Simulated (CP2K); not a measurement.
The N K edge of 2-fluoropyrrole was computed by TDDFT (CP2K XAS_TDP, aug-cc-pVDZ, TDA) at these levels: BHandHLYP, PBEh(45%) and PBEh(45%) + GW2X. The first three lines of N6 (bonded to 2 C and H) with a strength over 0.0015, energy in eV and strength:

```csv
run,first,second,third
1,398.65 (0.033),399.31 (0.015),400.91 (0.002)
2,400.92 (0.035),401.41 (0.018),403.24 (0.003)
3,403.57 (0.033),404.23 (0.015),405.83 (0.002)
```

Question: Which run is which?

Run 1: PBEh(45%) (45 % exact exchange). Run 2: BHandHLYP (50 % exact exchange). Run 3: PBEh(45%) + GW2X (45 % exact exchange). Self-interaction lifts the core level, so the uncorrected lines rise with the share of exact exchange. The GW2X run keeps the spacings of its parent: 0.66 eV between the first two lines in run 3, 0.66 eV in run 1. Its shift is +4.92 eV, since the Kohn–Sham level at this share of exchange lies that far above the quasiparticle level.

[Banner, clock and machine lines of the logs are left out without a mark of their own.]

[Logs are printed without paths, hosts, clocks, repeated set-up lines and the standing remarks that a program may print on its own settings, such as how far it seeks lower states.]

[Hosts, paths, dates, database ids (printed as entryN), source tags and the programs' standing remarks are cut or masked in the printed files.]
